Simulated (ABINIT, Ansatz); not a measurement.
# CsLiMoO4 (F-43m): G0W0 with ABINIT, start to end

Wanted: ground state, empty states, screening and self-energy for CsLiMoO4 (F-43m).

Program: ABINIT 10.8.3. Level of theory: LDA and many-body steps on it, plane waves. Values are calculated unless marked as measured.

**1. The structure**

Symmetry: F-43m, No. 216, cubic system. Conventional cell: a = 8.392 Å, b = 8.392 Å, c = 8.392 Å, α = 90.00°, β = 90.00°, γ = 90.00°. Cs has 12 O at 3.49 Å nearest. Li has 4 O at 1.87 Å nearest. Nearest to Mo lie 4 O at 1.76 Å. Nearest to O lie 1 Mo at 1.76 Å and 1 Li at 1.87 Å and 3 Cs at 3.49 Å. Farther neighbours, and contacts between anions beyond the nearest, are not listed.

The cell and positions are those that the Materials Project relaxed with its own functionals (PBE, PBE+U or r2SCAN), kept fixed.

**2. Ground state**

This step: ABINIT 10.8.3; DFT, LDA, plane waves, norm-conserving pseudopotentials.

The ground-state density comes first.

Contents of run.abi:

```
acell 3*1.0 Angstrom
rprim 
  0.000000000000 4.196030970000 4.196030970000
  4.196030970000 -0.000000000000 4.196030970000
  4.196030970000 4.196030970000 0.000000000000
ntypat 4
znucl 55 3 42 8
natom 7
typat 1 2 3 4 4 4 4
xred 
  0.750000000000 0.750000000000 0.750000000000
  0.500000000000 0.500000000000 0.500000000000
  0.250000000000 0.250000000000 0.250000000000
  0.886367480000 0.371210840000 0.371210840000
  0.371210840000 0.371210840000 0.886367480000
  0.371210840000 0.886367480000 0.371210840000
  0.371210840000 0.371210840000 0.371210840000
pp_dirpath "pseudos"
pseudos "Cs.upf, Li.upf, Mo.upf, O.upf"
ecut 36
ngkpt 4 4 4
nshiftk 1
shiftk 0 0 0
kptopt 1
chksymbreak 0
nband 32
occopt 1
tolvrs 1e-10
nstep 60
prtwf 0
optforces 0
optstress 0
indata_prefix "in"
outdata_prefix "out"
tmpdata_prefix "tmp"
```

Run with:

```
$ OMP_NUM_THREADS=1 mpirun -n 4 abinit run.abi > log
```

Log:

```text
.Version 10.8.3 of ABINIT. v10.8.2 released Aug 2026.

 Symmetries : space group F-4 3 m (#216); Bravais cF (face-center cubic)
================================================================================
 Values of the parameters that define the memory need of the present run
     intxc =       0    ionmov =       0      iscf =       7    lmnmax =       8
     lnmax =       8     mgfft =      64  mpssoang =       4    mqgrid =    3001
     natom =       7  nloc_mem =       1    nspden =       1   nspinor =       1
    nsppol =       1      nsym =      24    n1xccc =    2501    ntypat =       4
    occopt =       1   xclevel =       1
-    mband =          32        mffmem =           1         mkmem =           2
       mpw =       10301          nfft =      262144          nkpt =           8
================================================================================
  Rough estimation (10% accuracy) of disk space for files :
================================================================================

--------------------------------------------------------------------------------
------------- Echo of variables that govern the present computation ------------
--------------------------------------------------------------------------------
 -outvars: echo values of preprocessed input variables --------
            acell      1.8897261259E+00  1.8897261259E+00  1.8897261259E+00 Bohr

      chksymbreak           0
             ecut      3.60000000E+01 Hartree
-          fftalg         312

              ixc       -1012
              kpt      0.00000000E+00  0.00000000E+00  0.00000000E+00
                       2.50000000E-01  0.00000000E+00  0.00000000E+00
                       5.00000000E-01  0.00000000E+00  0.00000000E+00
                       2.50000000E-01  2.50000000E-01  0.00000000E+00
                       5.00000000E-01  2.50000000E-01  0.00000000E+00
                      -2.50000000E-01  2.50000000E-01  0.00000000E+00
                       5.00000000E-01  5.00000000E-01  0.00000000E+00
                      -2.50000000E-01  5.00000000E-01  2.50000000E-01
         kptrlatt        4    0    0      0    4    0      0    0    4
          kptrlen      4.48551736E+01
P           mkmem           2
            natom           7
            nband          32
            ngfft          64      64      64
             nkpt           8
            nstep          60
             nsym          24
           ntypat           4
              occ      2.000000  2.000000  2.000000  2.000000  2.000000  2.000000
                       2.000000  2.000000  2.000000  2.000000  2.000000  2.000000
                       2.000000  2.000000  2.000000  2.000000  2.000000  2.000000
                       2.000000  2.000000  2.000000  2.000000  2.000000  2.000000
                       2.000000  0.000000  0.000000  0.000000  0.000000  0.000000
                       0.000000  0.000000
        optforces           0
        optstress           0
            prtwf           0
            rprim      0.0000000000E+00  4.1960309700E+00  4.1960309700E+00
                       4.1960309700E+00 -0.0000000000E+00  4.1960309700E+00
                       4.1960309700E+00  4.1960309700E+00  0.0000000000E+00
          spgroup         216

           tolvrs      1.00000000E-10

             xred      7.5000000000E-01  7.5000000000E-01  7.5000000000E-01
                       5.0000000000E-01  5.0000000000E-01  5.0000000000E-01
[...]
znucl       55.00000    3.00000   42.00000    8.00000

================================================================================

 chkinp: Checking input parameters for consistency.

================================================================================
== DATASET  1 ==================================================================
-   mpi_nproc: 4, omp_nthreads: 1 (-1 if OMP is not activated)

--- !DatasetInfo
iteration_state: {dtset: 1, }
dimensions: {natom: 7, nkpt: 8, mband: 32, nsppol: 1, nspinor: 1, nspden: 1, mpw: 10301, }
cutoff_energies: {ecut:  36.0, pawecutdg:  -1.0, }
electrons: {nelect:   5.00000000E+01, charge:   0.00000000E+00, occopt:   1.00000000E+00, tsmear:   1.00000000E-02, }

 Real(R)+Recip(G) space primitive vectors, cartesian coordinates (Bohr,Bohr^-1):
 R(1)=  0.0000000  7.9293493  7.9293493  G(1)= -0.0630569  0.0630569  0.0630569
 R(2)=  7.9293493  0.0000000  7.9293493  G(2)=  0.0630569 -0.0630569  0.0630569
 R(3)=  7.9293493  7.9293493  0.0000000  G(3)=  0.0630569  0.0630569 -0.0630569
 Unit cell volume ucvol=  9.9710904E+02 bohr^3
 Angles (23,13,12)=  6.00000000E+01  6.00000000E+01  6.00000000E+01 degrees

 getcut: wavevector=  0.0000  0.0000  0.0000  ngfft=  64  64  64
         ecut(hartree)=     36.000   => boxcut(ratio)=   2.11306

--- Pseudopotential description ------------------------------------------------
- Cs Generated using ONCVPSP code by D. R. Hamann
- 55.00000   9.00000  201201                  znucl, zion, pspdat
12 -1012 3 -1 2328                            pspcod,pspxc,lmax,lloc,mmax
     nproj     2     2     2     2
  pspatm : epsatm=   21.68725381
         --- l  ekb(1:nproj) -->
[...]
pspatm: atomic psp has been read  and splines computed

- Li Generated using ONCVPSP code by D. R. Hamann
-  3.00000   3.00000  180309                  znucl, zion, pspdat
[...]
nproj     2     2     0     0
  pspatm : epsatm=    2.61415252
         --- l  ekb(1:nproj) -->
[...]
pspatm: atomic psp has been read  and splines computed

- Mo Generated using ONCVPSP code by D. R. Hamann
- 42.00000  14.00000  180309                  znucl, zion, pspdat
12 -1012 2 -1 1602                            pspcod,pspxc,lmax,lloc,mmax
     nproj     2     2     2     0
  pspatm : epsatm=   15.87300509
         --- l  ekb(1:nproj) -->
[...]
pspatm: atomic psp has been read  and splines computed

- O Generated using ONCVPSP code by D. R. Hamann
-  8.00000   6.00000  201201                  znucl, zion, pspdat
12 -1012 2 -1 926                             pspcod,pspxc,lmax,lloc,mmax
     nproj     2     2     1     0
  pspatm : epsatm=    6.27558587
         --- l  ekb(1:nproj) -->
[...]
2   -1.033686
 pspatm: atomic psp has been read  and splines computed

   3.26383775E+03                                ecore*ucvol(ha*bohr**3)
--------------------------------------------------------------------------------

_setup2: Arith. and geom. avg. npw (full set) are   10288.078   10288.063

================================================================================

--- !BeginCycle
iteration_state: {dtset: 1, }
solver: {iscf: 7, nstep: 60, nline: 4, wfoptalg: 0, }
tolerances: {tolvrs: 1.00E-10, }

     iter   Etot(hartree)      deltaE(h)  residm     vres2
 ETOT  1  -165.95349790789    -1.660E+02 1.156E-01 7.462E+03
 ETOT  2  -162.94349128253     3.010E+00 6.715E-02 2.445E+04
 ETOT  3  -167.08906553121    -4.146E+00 2.682E-02 8.470E+02
 ETOT  4  -167.15769528015    -6.863E-02 1.252E-02 2.270E+02
 ETOT  5  -167.18201629551    -2.432E-02 1.610E-02 2.623E+01
 ETOT  6  -167.18309595307    -1.080E-03 7.751E-03 1.420E+01
 ETOT  7  -167.18473409476    -1.638E-03 3.210E-03 1.979E-01
 ETOT  8  -167.18475357938    -1.948E-05 9.199E-04 4.173E-02
 ETOT  9  -167.18475601533    -2.436E-06 2.431E-04 7.424E-03
 ETOT 10  -167.18475678439    -7.691E-07 4.561E-05 3.977E-04
 ETOT 11  -167.18475681085    -2.646E-08 2.285E-05 5.473E-06
 ETOT 12  -167.18475681130    -4.517E-10 7.655E-06 1.770E-07
 ETOT 13  -167.18475681133    -3.283E-11 1.372E-05 1.004E-08
 ETOT 14  -167.18475681130     3.251E-11 7.378E-06 5.892E-11

 At SCF step   14       vres2   =  5.89E-11 < tolvrs=  1.00E-10 =>converged.

--- !ResultsGS
iteration_state: {dtset: 1, }
comment   : Summary of ground state results
lattice_vectors:
- [  0.0000000,   7.9293493,   7.9293493, ]
- [  7.9293493,  -0.0000000,   7.9293493, ]
- [  7.9293493,   7.9293493,   0.0000000, ]
lattice_lengths: [  11.21379,   11.21379,   11.21379, ]
lattice_angles: [ 60.000,  60.000,  60.000, ] # degrees, (23, 13, 12)
lattice_volume:   9.9710904E+02
convergence: {deltae:  3.251E-11, res2:  5.892E-11, residm:  7.378E-06, diffor:  0.000E+00, }
etotal    :  -1.67184757E+02
entropy   :   0.00000000E+00
fermie    :  -1.82688376E-03
cartesian_stress_tensor: null
pressure_GPa: null
xred      :
- [  7.5000E-01,   7.5000E-01,   7.5000E-01, Cs]
- [  5.0000E-01,   5.0000E-01,   5.0000E-01, Li]
- [  2.5000E-01,   2.5000E-01,   2.5000E-01, Mo]
- [  8.8637E-01,   3.7121E-01,   3.7121E-01,  O]
- [  3.7121E-01,   3.7121E-01,   8.8637E-01,  O]
- [  3.7121E-01,   8.8637E-01,   3.7121E-01,  O]
- [  3.7121E-01,   3.7121E-01,   3.7121E-01,  O]
cartesian_forces: null
force_length_stats: {min: null, max: null, mean: null, }

 Integrated electronic density in atomic spheres:
 ------------------------------------------------
 Atom  Sphere_radius  Integrated_density
[...]
================================================================================

 ----iterations are completed or convergence reached----

 Mean square residual over all n,k,spin=   40.633E-09; max=  73.782E-07
 reduced coordinates (array xred) for    7 atoms
[...]
0.250000      0.250000      0.250000
       0.886367      0.371211      0.371211
       0.371211      0.371211      0.886367
       0.371211      0.886367      0.371211
       0.371211      0.371211      0.371211
 rms dE/dt=  0.0000E+00; max dE/dt=  0.0000E+00; dE/dt below (all hartree)
    1       0.000000      0.000000      0.000000
    2       0.000000      0.000000      0.000000
    3       0.000000      0.000000      0.000000
    4       0.000000      0.000000      0.000000
    5       0.000000      0.000000      0.000000
    6       0.000000      0.000000      0.000000
    7       0.000000      0.000000      0.000000

 cartesian coordinates (angstrom) at end:
    1      6.294046     6.294046     6.294046
    2      4.196031     4.196031     4.196031
    3      2.098015     2.098015     2.098015
    4      3.115224     5.276838     5.276838
    5      5.276838     5.276838     3.115224
    6      5.276838     3.115224     5.276838
    7      3.115224     3.115224     3.115224
 length scales=  1.889726  1.889726  1.889726 bohr
              =  1.000000  1.000000  1.000000 angstroms
 prteigrs : about to open file out_EIG
 Fermi (or HOMO) energy (hartree) =  -0.00183   Average Vxc (hartree)=  -0.30983
 Eigenvalues (hartree) for nkpt=   8  k points:
 kpt#   1, nband= 32, wtk=  0.01563, kpt=  0.0000  0.0000  0.0000 (reduced coord)
  -2.20985   -1.48336   -1.26967   -1.26967   -1.26967   -0.70328   -0.57475   -0.55544
  -0.55544   -0.55544   -0.21704   -0.21704   -0.21704   -0.11699   -0.11699   -0.11357
  -0.11357   -0.11357   -0.08621   -0.04909   -0.04909   -0.04909   -0.00201   -0.00201
  -0.00201    0.16309    0.16832    0.16832    0.24582    0.24582    0.24582    0.28638
 prteigrs : prtvol=0 or 1, do not print more k-points.

--- !EnergyTerms
iteration_state     : {dtset: 1, }
comment             : Components of total free energy in Hartree
kinetic             :  7.627872E+01
hartree             :  6.696041E+01
xc                  : -3.506826E+01
Ewald energy        : -8.045883E+01
psp_core            :  3.273301E+00
local_psp           : -1.952406E+02
non_local_psp       : -2.929511E+00
total_energy        : -1.671848E+02
total_energy_eV     : -4.549329E+03
band_energy         : -2.381903E+01

== END DATASET(S) ==============================================================
================================================================================

 -outvars: echo values of variables after computation  --------
           etotal     -1.6718475681E+02
            nband          32
             nkpt           8
          spgroup         216
 [... the other variables as echoed above ...]

 Calculation completed.
```

Wall time 44 s (4 MPI ranks of Arm Neoverse V1, shared host); peak memory 0.53 GiB.

This step gave:

```
total energy               : -4549.3290 eV
gap                        : 4.433 eV
k of the valence top       : 0.5, 0, 0
k of the conduction bottom : 0.5, 0.5, 0
least direct gap           : 4.493 eV
```

The gap is indirect, with the least direct gap 0.06 eV higher.

[end of part 1 of 3]

[Long decimals in the printed logs are rounded to 6 places.]

[Logs are printed without paths, hosts, clocks, repeated set-up lines and the standing remarks that a program may print on its own settings, such as how far it seeks lower states.]

[Paths, hosts, dates, memory and timing lines, banners, echoed tables and standing remarks are left out of the program output; an Ansatz launch command may be rebuilt from the run's recorded settings. Measured values are a selection of at most five: reports struck by readers or far from the other reports are left out. None is set beside runs whose start may be inverted or whose files or cutoffs have a known fault.]

[Runs of the session that timed out or met a known fault of the program may be left out.]

[Hosts, paths, dates, database ids (printed as entryN), source tags and the programs' standing remarks are cut or masked in the printed files.]

[G0W0 gaps are taken among the corrected bands and points alone; a level outside them can change the order at an edge.]

[Where Ansatz stands beside ABINIT at settings called matched, ABINIT's density can come from a denser mesh and the files from another edition; pairs whose starting gaps differed by over 0.03 eV were left out, so agreement reads better than it is.]
